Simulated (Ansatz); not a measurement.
## Mo wire along [100], 21 atoms a period: bands along the axis

Wanted: the relaxed geometry and the bands of the Mo wire along [100], 21 atoms a period.

Program: Ansatz 0.2.0. Level of theory: DFT PBE, plane waves, PAW; relaxation of a wire's period; PAW set soft_1, in the first sound run; inputs show where later runs differ. Results are calculated unless marked as measured.

## Step 1: Set-up

The cell holds 21 atoms: 21 Mo. Cell: a = 16.280 Å, b = 16.280 Å, c = 3.160 Å, α = 90.0°, β = 90.0°, γ = 90.0°. Vacuum lies along a and b. The structure's axis is c.

## Step 2: The relaxed wire

Band widths follow the bond lengths, so the wire is relaxed first. The atoms and the third cell vector are free; the box across stays fixed as vacuum. A Fermi-Dirac smearing is set since the result may be a metal. The pressure printed is a third of the stress's trace over the whole box, vacuum included; only the stress along the axis is relaxed.

Contents of input.yaml:

```yaml
crystal:
  lattice:
    - [16.28, 0.0, 0.0]
    - [0.0, 16.28, 0.0]
    - [0.0, 0.0, 3.16]
  atoms:
    - { symbol: Mo, position: [0.305896806, 0.305896806, 0.0] }
    - { symbol: Mo, position: [0.305896806, 0.5, 0.0] }
    - { symbol: Mo, position: [0.305896806, 0.694103194, 0.0] }
    - { symbol: Mo, position: [0.5, 0.305896806, 0.0] }
    - { symbol: Mo, position: [0.5, 0.5, 0.0] }
    - { symbol: Mo, position: [0.5, 0.694103194, 0.0] }
    - { symbol: Mo, position: [0.694103194, 0.305896806, 0.0] }
    - { symbol: Mo, position: [0.694103194, 0.5, 0.0] }
    - { symbol: Mo, position: [0.694103194, 0.694103194, 0.0] }
    - { symbol: Mo, position: [0.208845209, 0.402948403, 0.5] }
    - { symbol: Mo, position: [0.208845209, 0.597051597, 0.5] }
    - { symbol: Mo, position: [0.402948403, 0.208845209, 0.5] }
    - { symbol: Mo, position: [0.402948403, 0.402948403, 0.5] }
    - { symbol: Mo, position: [0.402948403, 0.597051597, 0.5] }
    - { symbol: Mo, position: [0.402948403, 0.791154791, 0.5] }
    - { symbol: Mo, position: [0.597051597, 0.208845209, 0.5] }
    - { symbol: Mo, position: [0.597051597, 0.402948403, 0.5] }
    - { symbol: Mo, position: [0.597051597, 0.597051597, 0.5] }
    - { symbol: Mo, position: [0.597051597, 0.791154791, 0.5] }
    - { symbol: Mo, position: [0.791154791, 0.402948403, 0.5] }
    - { symbol: Mo, position: [0.791154791, 0.597051597, 0.5] }
kpoints:
  mp_grid: { grid: [1, 1, 26] }
scf:
  occupations: { method: fermi_dirac, width: 0.05 }
hamiltonian:
  xc: pbe
  pseudopotentials: { kind: paw, azcp: { folder: soft_1 } }
relax:
  cell: { fix: [a, b, alpha, beta, gamma] }
  max_steps: 45
  f_tol: 0.03
```

On the command line:

```
> ansatz run input.yaml --threads 4 --pin off --max-ram 16384MiB --backend cpu --events-out ev --progress --plain --runs-dir out
```

Numbers of over 12 decimals in the logs are rounded to 6 here.

The program printed:

```text
Engine: ansatz 0.2.0, x86_64-unknown-linux-gnu
Pseudopotentials: kind: paw
Pseudopotential: Mo, paw, valence charge 14, recommended cutoff 420 eV (normal), soft_1/Mo.paw.azcp
Functional definition: PBE
  parameter kappa = 0.804
  parameter beta = 0.066725
  exchange = pbe_x(kappa = kappa, mu = beta*pi^2/3)
  correlation = pbe_c(beta = beta)
Crystal: 21 atoms, lattice volume = 837.521 Å³
Basis set: ecut = 420 eV, 16427 PW (Γ), exchange–correlation on 240×240×48 points (8 copies of the dense FFT grid, shifted against one another)
Bands: 177, of which v1, the nominal top of the filled ones, is band 147 counted from 1 (146 counted from 0)
Symmetry: 16 space group operations
Space group: P4/mmm (ITA 123), of the structure as read, at distance tolerance 9.4e-5 Å
k-points: 14 of 26
Non-local potential: Mo, projectors of the file, l = 0: 3, l = 1: 2, l = 2: 2, l = 3: 1
PAW form: soft (Blöchl's): semilocal exchange-correlation on the pseudo side does not see the compensation charge
PAW one-centre angular grid: Mo, 590 points (default); XC on 64 Gauss nodes
Initial density: superposition of atomic densities (neutral atoms: chi_scale 0, normalization atom)
Initial wavefunctions: pseudopotential atomic-orbital guess
Functional: x = pbe(κ = 0.804, μ = 0.219515), c = pbe(β = 0.066725)
SCF iter   1: F=—  HF=-104074.457832 eV  |F-HF|=—  |Δ(HF+E_count)|=         —  Δρ=6.96e-2  dr2=1.95e2  ethr=3.10e-3  ⟨swp⟩=9.4  Hψ=11245  notcnv=0
preconditioner: auto → LDOS  [metal: Δε(μ)=0.037 eV  Ē_g=4.018 eV  σ=0.050 eV  W_gap=0.18  n_scr=158 (ndim 8)  ℏωp=14.4 eV  f_vac=0.462  D(μ)=20.71/eV (n_scr^D=114)  β→1.0]
SCF iter   2: F=—  HF=-104064.842307 eV  |F-HF|=—  |Δ(HF+E_count)|=    9.62e0  Δρ=5.68e-2  dr2=1.35e2  ethr=3.10e-3  ⟨swp⟩=4.6  Hψ=7001  notcnv=0  defer=30
SCF iter   3: F=—  HF=-104053.480315 eV  |F-HF|=—  |Δ(HF+E_count)|=    1.14e1  Δρ=1.13e-2  dr2=4.38e0  ethr=3.10e-3  ⟨swp⟩=4.1  Hψ=6385  notcnv=0  defer=23
SCF iter   4: F=—  HF=-104053.058733 eV  |F-HF|=—  |Δ(HF+E_count)|=   4.22e-1  Δρ=3.49e-3  dr2=1.83e-1  ethr=1.49e-3  ⟨swp⟩=2.9  Hψ=3904  notcnv=0  defer=21
SCF iter   5: F=—  HF=-104053.045148 eV  |F-HF|=—  |Δ(HF+E_count)|=   1.36e-2  Δρ=1.14e-3  dr2=3.04e-2  ethr=6.23e-5  ⟨swp⟩=4.1  Hψ=5658  notcnv=0  defer=21
SCF iter   6: F=—  HF=-104053.047297 eV  |F-HF|=—  |Δ(HF+E_count)|=   2.15e-3  Δρ=4.80e-4  dr2=2.76e-3  ethr=1.03e-5  ⟨swp⟩=2.1  Hψ=3359  notcnv=0  defer=21
SCF iter   7: F=—  HF=-104053.047799 eV  |F-HF|=—  |Δ(HF+E_count)|=   5.03e-4  Δρ=1.29e-4  dr2=2.19e-4  ethr=9.38e-7  ⟨swp⟩=3.0  Hψ=4441  notcnv=0  defer=21
SCF iter   8: F=—  HF=-104053.047914 eV  |F-HF|=—  |Δ(HF+E_count)|=   1.14e-4  Δρ=5.43e-5  dr2=4.56e-5  ethr=7.44e-8  ⟨swp⟩=2.7  Hψ=3834  notcnv=0  defer=21
SCF iter   9: F=—  HF=-104053.047972 eV  |F-HF|=—  |Δ(HF+E_count)|=   5.89e-5  Δρ=1.27e-5  dr2=1.33e-6  ethr=1.55e-8  ⟨swp⟩=2.0  Hψ=3202  notcnv=0  defer=21
SCF iter  10: F=—  HF=-104053.047974 eV  |F-HF|=—  |Δ(HF+E_count)|=   1.62e-6  Δρ=3.72e-6  dr2=1.27e-7  ethr=4.52e-10  ⟨swp⟩=3.4  Hψ=4842  notcnv=0  defer=21
SCF iter  11: F=-104053.047974 eV  HF=-104053.047974 eV  |F-HF|=1.88e-9  |Δ(HF+E_count)|=   8.25e-8  Δρ=1.46e-6  dr2=2.27e-8  ethr=3.40e-11  ⟨swp⟩=5.1  Hψ=7992  notcnv=0
SCF 1 converged in 11 iterations: F = -104053.047974 eV  dr2 = 2.27e-8
  greatest PAW one-centre occupation: 0.999 electrons in one spin orbital (limit 2), on the Mo atom at site 5 (counted from 0), in its partial waves of l = 0
relax step   1: F+E_penalty+E_count = -104053.04797413 eV  Δ(F+E_penalty+E_count) = +0.000e0 eV  max|allowed force component| = 1.977e0 eV/Å  Δτ_max = 0.0000 Å  P = -6.619 GPa  Ω = 837.521 Å³  fix = [a, b, alpha, beta, gamma]  reactions: a -6.405, b -6.405 GPa  (11 SCF iters, dr2 threshold 1.00e-7 eV, accepted)
Crystal: 21 atoms, lattice volume = 803.442 Å³
Basis set: ecut = 420 eV, 15539 PW (Γ), exchange–correlation on 240×240×48 points (8 copies of the dense FFT grid, shifted against one another)
Initial density: handed on by an earlier stage of this run
Initial wavefunctions: those handed on with the density
iter 1 solved again at ethr=2.60e-3 eV; its pass at ethr=3.10e-3 eV (dr2=7.63e0 eV) is discarded
SCF iter   1: F=—  HF=-104055.258076 eV  |F-HF|=—  |Δ(HF+E_count)|=         —  Δρ=1.92e-2  dr2=7.82e0  ethr=2.60e-3  ⟨swp⟩=1.5  Hψ=14462  notcnv=0
preconditioner: auto → LDOS  [metal: Δε(μ)=0.025 eV  Ē_g=3.838 eV  σ=0.050 eV  W_gap=0.12  n_scr=150 (ndim 8)  ℏωp=14.7 eV  f_vac=0.494  D(μ)=20.49/eV (n_scr^D=114)  β→1.0]
SCF iter   2: F=—  HF=-104055.330408 eV  |F-HF|=—  |Δ(HF+E_count)|=   7.23e-2  Δρ=1.55e-2  dr2=6.56e0  ethr=2.60e-3  ⟨swp⟩=3.2  Hψ=6028  notcnv=0  defer=38
SCF iter   3: F=—  HF=-104054.750332 eV  |F-HF|=—  |Δ(HF+E_count)|=   5.80e-1  Δρ=3.81e-3  dr2=3.20e-1  ethr=2.23e-3  ⟨swp⟩=2.4  Hψ=3946  notcnv=0  defer=44
SCF iter   4: F=—  HF=-104054.715600 eV  |F-HF|=—  |Δ(HF+E_count)|=   3.47e-2  Δρ=7.04e-4  dr2=5.26e-3  ethr=1.09e-4  ⟨swp⟩=2.3  Hψ=4054  notcnv=0  defer=59
SCF iter   5: F=—  HF=-104054.716717 eV  |F-HF|=—  |Δ(HF+E_count)|=   1.12e-3  Δρ=2.84e-4  dr2=1.02e-3  ethr=1.79e-6  ⟨swp⟩=3.0  Hψ=4580  notcnv=0  defer=59
SCF iter   6: F=—  HF=-104054.716950 eV  |F-HF|=—  |Δ(HF+E_count)|=   2.33e-4  Δρ=1.01e-4  dr2=1.47e-4  ethr=3.49e-7  ⟨swp⟩=2.2  Hψ=3796  notcnv=0  defer=59
SCF iter   7: F=—  HF=-104054.717002 eV  |F-HF|=—  |Δ(HF+E_count)|=   5.14e-5  Δρ=3.47e-5  dr2=9.21e-6  ethr=4.99e-8  ⟨swp⟩=3.1  Hψ=4504  notcnv=0  defer=59
SCF iter   8: F=-104054.717013 eV  HF=-104054.717013 eV  |F-HF|=4.68e-7  |Δ(HF+E_count)|=   1.11e-5  Δρ=1.11e-5  dr2=1.29e-6  ethr=7.14e-10  ⟨swp⟩=5.6  Hψ=9233  notcnv=0
SCF 2 converged in 8 iterations: F = -104054.717013 eV  dr2 = 1.29e-6
  greatest PAW one-centre occupation: 0.999 electrons in one spin orbital (limit 2), on the Mo atom at site 7 (counted from 0), in its partial waves of l = 0
relax step   2: F+E_penalty+E_count = -104054.71701317 eV  Δ(F+E_penalty+E_count) = -1.669e0 eV  max|allowed force component| = 9.903e-1 eV/Å  Δτ_max = 0.1958 Å  P = +2.774 GPa  Ω = 803.442 Å³  energy of the carried Pulay correction = +3.169e-3 eV  fix = [a, b, alpha, beta, gamma]  reactions: a +1.528, b +1.528 GPa  (8 SCF iters, dr2 threshold 2.10e-6 eV, accepted)
Crystal: 21 atoms, lattice volume = 838.664 Å³
Basis set: ecut = 420 eV, 16443 PW (Γ), exchange–correlation on 240×240×48 points (8 copies of the dense FFT grid, shifted against one another)
iter 1 solved again at ethr=1.57e-3 eV; its pass at ethr=3.10e-3 eV (dr2=4.62e0 eV) is discarded
[...]
relax step   4: F+E_penalty+E_count = -104055.29017523 eV  Δ(F+E_penalty+E_count) = -1.703e-1 eV  max|allowed force component| = 1.872e-1 eV/Å  Δτ_max = 0.0803 Å  P = -0.407 GPa  Ω = 825.404 Å³  energy of the carried Pulay correction = +1.112e-3 eV  fix = [a, b, alpha, beta, gamma]  reactions: a -0.503, b -0.503 GPa  (8 SCF iters, dr2 threshold 2.10e-6 eV, accepted)
[...]
relax step   5: F+E_penalty+E_count = -104055.31767084 eV  Δ(F+E_penalty+E_count) = -2.750e-2 eV  max|allowed force component| = 9.825e-2 eV/Å  Δτ_max = 0.0250 Å  P = -0.245 GPa  Ω = 826.558 Å³  energy of the carried Pulay correction = +1.005e-3 eV  fix = [a, b, alpha, beta, gamma]  reactions: a -0.272, b -0.272 GPa  (7 SCF iters, dr2 threshold 2.10e-6 eV, accepted)
[...]
relax step   6: F+E_penalty+E_count = -104055.32214259 eV  Δ(F+E_penalty+E_count) = -4.472e-3 eV  max|allowed force component| = 9.958e-3 eV/Å  Δτ_max = 0.0131 Å  P = +0.001 GPa  Ω = 826.629 Å³  energy of the carried Pulay correction = +9.988e-4 eV  fix = [a, b, alpha, beta, gamma]  reactions: a -0.015, b -0.015 GPa  (7 SCF iters, dr2 threshold 6.03e-7 eV, accepted)
Initial wavefunctions: pseudopotential atomic-orbital guess (no wavefunctions were taken with the density)
iter 1 solved again at ethr=1.27e-6 eV; its pass at ethr=3.10e-3 eV (dr2=3.74e-3 eV) is discarded
SCF iter   1: F=—  HF=-104055.320870 eV  |F-HF|=—  |Δ(HF+E_count)|=         —  Δρ=2.22e-5  dr2=7.12e-7  ethr=1.27e-6  ⟨swp⟩=4.2  Hψ=17861  notcnv=0
eigensolver tolerance schedule: the retry pair's looser diagonalisation over-reported the residual by 5255.83 of it (diagonalisation noise at an unbounded share of the residual, at the tolerance the schedule requests for it); recorded, not acted on — ethr = c·dr2/N_el stays at c = 1.0e-1
preconditioner: auto → LDOS  [metal: Δε(μ)=0.022 eV  Ē_g=3.690 eV  σ=0.050 eV  W_gap=0.11  n_scr=158 (ndim 8)  ℏωp=14.5 eV  f_vac=0.494  D(μ)=18.58/eV (n_scr^D=90)  β→1.0]
SCF iter   2: F=—  HF=-104055.320920 eV  |F-HF|=—  |Δ(HF+E_count)|=   5.06e-5  Δρ=4.86e-6  dr2=1.99e-7  ethr=2.42e-10  ⟨swp⟩=4.1  Hψ=7380  notcnv=0
SCF iter   3: F=—  HF=-104055.320920 eV  |F-HF|=—  |Δ(HF+E_count)|=   3.35e-8  Δρ=2.18e-6  dr2=7.53e-8  ethr=6.78e-11  ⟨swp⟩=2.1  Hψ=4461  notcnv=0
SCF iter   4: F=—  HF=-104055.320920 eV  |F-HF|=—  |Δ(HF+E_count)|=   1.40e-8  Δρ=5.20e-7  dr2=3.05e-9  ethr=2.56e-11  ⟨swp⟩=3.2  Hψ=4902  notcnv=0
SCF iter   5: F=—  HF=-104055.320920 eV  |F-HF|=—  |Δ(HF+E_count)|=  2.62e-10  Δρ=1.83e-7  dr2=6.30e-10  ethr=1.04e-12  ⟨swp⟩=2.4  Hψ=4753  notcnv=0
SCF iter   6: F=-104055.320920 eV  HF=-104055.320920 eV  |F-HF|=1.31e-10  |Δ(HF+E_count)|=  1.60e-10  Δρ=7.80e-8  dr2=7.51e-11  ethr=1.00e-12  ⟨swp⟩=5.1  Hψ=8173  notcnv=0
SCF 7 converged in 6 iterations: F = -104055.320920 eV  dr2 = 7.51e-11
relax step   7: F+E_penalty+E_count = -104055.32092011 eV  Δ(F+E_penalty+E_count) = +1.222e-3 eV  max|allowed force component| = 9.967e-3 eV/Å  Δτ_max = 0.0000 Å  P = +0.004 GPa  Ω = 826.629 Å³  fix = [a, b, alpha, beta, gamma]  reactions: a -0.012, b -0.012 GPa  stress off target by 3.68e-2 GPa on what of the cell is left free  SCF on the basis re-selected at this cell (its energy is not comparable with the rows above)  (6 SCF iters)
basis re-selected at this cell: Δ(F+E_penalty+E_count) = +1.222e-3 eV, ΔP = +0.003 GPa vs the last step (what re-selecting the basis moved, of the pressure what is left beyond the Pulay correction that the steps carried, after the strain that the cell walked since its last selection, with what the two solves' SCF thresholds leave and, on support functions, any second-order correction that the steps lacked; it is no m [...]
SCF converged after 6 iterations
Free energy (F): -104055.320920 eV
Harris-Foulkes:  -104055.320920 eV  (|F-HF|=1.31e-10)
Internal energy: -104055.162402 eV  (E = F + TS)
E sigma→0 (E₀):  -104055.241661 eV
Entropy (-TS):   -0.158518 eV (-7.548 meV/atom)
Fermi energy:    6.073823 eV
--- Per-component energies (eV) ---
  E_band       = -5523.015115
  E_kinetic    = 8864.459817
  E_local      = -170638.290346  (includes V_loc(G=0)·N_el)
  E_nonlocal   = 3141.673876
  E_hartree    = 80534.348074
  E_xc         = -3683.129102
  E_vxc        = -4589.489555  (∫ρ·V_xc dr)
  E_paw        = -67458.155873  (= ΣΔE_a)
  E_vpaw       = -3370.068188  (= ΣTr[D̂ρ^β])
  E_aug_tail   = 0.001029  (compensation charges beyond the density's cutoff)
  E_ewald      = 45183.930122
  E_smearing   = -0.158518  (= −TS)
  E_closure    = -0.000000  (closes the sum)
  Σ components = -104055.320920   (vs F -104055.320920, Δ=0.00e0)
--- Forces (eV/Å), atoms counted from 1 ---
  atom   1  Mo    -0.00967218    -0.00967218     0.00000000
  atom   2  Mo     0.00203857     0.00000000     0.00000000
  atom   3  Mo    -0.00967218     0.00967218     0.00000000
  atom   4  Mo     0.00000000     0.00203857     0.00000000
  atom   5  Mo     0.00000000     0.00000000     0.00000000
  atom   6  Mo     0.00000000    -0.00203857     0.00000000
  atom   7  Mo     0.00967218    -0.00967218     0.00000000
  atom   8  Mo    -0.00203857     0.00000000     0.00000000
  atom   9  Mo     0.00967218     0.00967218     0.00000000
  atom  10  Mo    -0.00507868     0.00996683     0.00000000
  atom  11  Mo    -0.00507868    -0.00996683     0.00000000
  atom  12  Mo     0.00996683    -0.00507868     0.00000000
  atom  13  Mo     0.00500926     0.00500926     0.00000000
  atom  14  Mo     0.00500926    -0.00500926     0.00000000
  atom  15  Mo     0.00996683     0.00507868     0.00000000
  atom  16  Mo    -0.00996683    -0.00507868     0.00000000
  atom  17  Mo    -0.00500926     0.00500926     0.00000000
  atom  18  Mo    -0.00500926    -0.00500926     0.00000000
  atom  19  Mo    -0.00996683     0.00507868     0.00000000
  atom  20  Mo     0.00507868     0.00996683     0.00000000
  atom  21  Mo     0.00507868    -0.00996683     0.00000000
  max |Σ_I F_I| component: 1.39e-17 eV/Å
--- Stress (GPa, compression-positive) ---
       -0.012327       0.000000       0.000000
        0.000000      -0.012327       0.000000
        0.000000       0.000000       0.036815
  P = ⅓ Tr σ = 0.0041 GPa (0.041 kbar)
--- Relaxed structure (6 steps of the walk, 6 accepted, 1 SCFs on fresh bases) ---
  F+E_penalty+E_count = -104055.32092011 eV   max|allowed force component| = 9.967e-3 eV/Å   (the final SCF, on the basis selected at the relaxed cell)
  cell:  # Å, volume = 826.6287 Å³
    - [16.28, 0.0, 0.0]
    - [0.0, 16.28, 0.0]
    - [0.0, 0.0, 3.118901]
  atoms:
    - { symbol: Mo, position: [0.307953, 0.307953, 0.0] }
    - { symbol: Mo, position: [0.304752, 0.5, 0.0] }
    - { symbol: Mo, position: [0.307953, 0.692047, 0.0] }
    - { symbol: Mo, position: [0.5, 0.304752, 0.0] }
    - { symbol: Mo, position: [0.5, 0.5, 0.0] }
    - { symbol: Mo, position: [0.5, 0.695248, 0.0] }
    - { symbol: Mo, position: [0.692047, 0.307953, 0.0] }
    - { symbol: Mo, position: [0.695248, 0.5, 0.0] }
    - { symbol: Mo, position: [0.692047, 0.692047, 0.0] }
    - { symbol: Mo, position: [0.222370, 0.403119, 0.5] }
    - { symbol: Mo, position: [0.222370, 0.596881, 0.5] }
    - { symbol: Mo, position: [0.403119, 0.222370, 0.5] }
    - { symbol: Mo, position: [0.403540, 0.403540, 0.5] }
    - { symbol: Mo, position: [0.403540, 0.596460, 0.5] }
    - { symbol: Mo, position: [0.403119, 0.777630, 0.5] }
    - { symbol: Mo, position: [0.596881, 0.222370, 0.5] }
    - { symbol: Mo, position: [0.596460, 0.403540, 0.5] }
    - { symbol: Mo, position: [0.596460, 0.596460, 0.5] }
    - { symbol: Mo, position: [0.596881, 0.777630, 0.5] }
    - { symbol: Mo, position: [0.777630, 0.403119, 0.5] }
    - { symbol: Mo, position: [0.777630, 0.596881, 0.5] }
```

Wall time 5.7 min (4 threads of Intel Xeon Platinum 8259CL at 2.50GHz (Skylake/Cascade Lake), shared host); peak memory 3.7 GiB; 22 min of CPU time.

[end of part 1 of 2]

[Logs are printed without paths, hosts, clocks, repeated set-up lines and the standing remarks that a program may print on its own settings, such as how far it seeks lower states.]

[Hosts, paths, dates, database ids (printed as entryN), source tags and the programs' standing remarks are cut or masked in the printed files.]
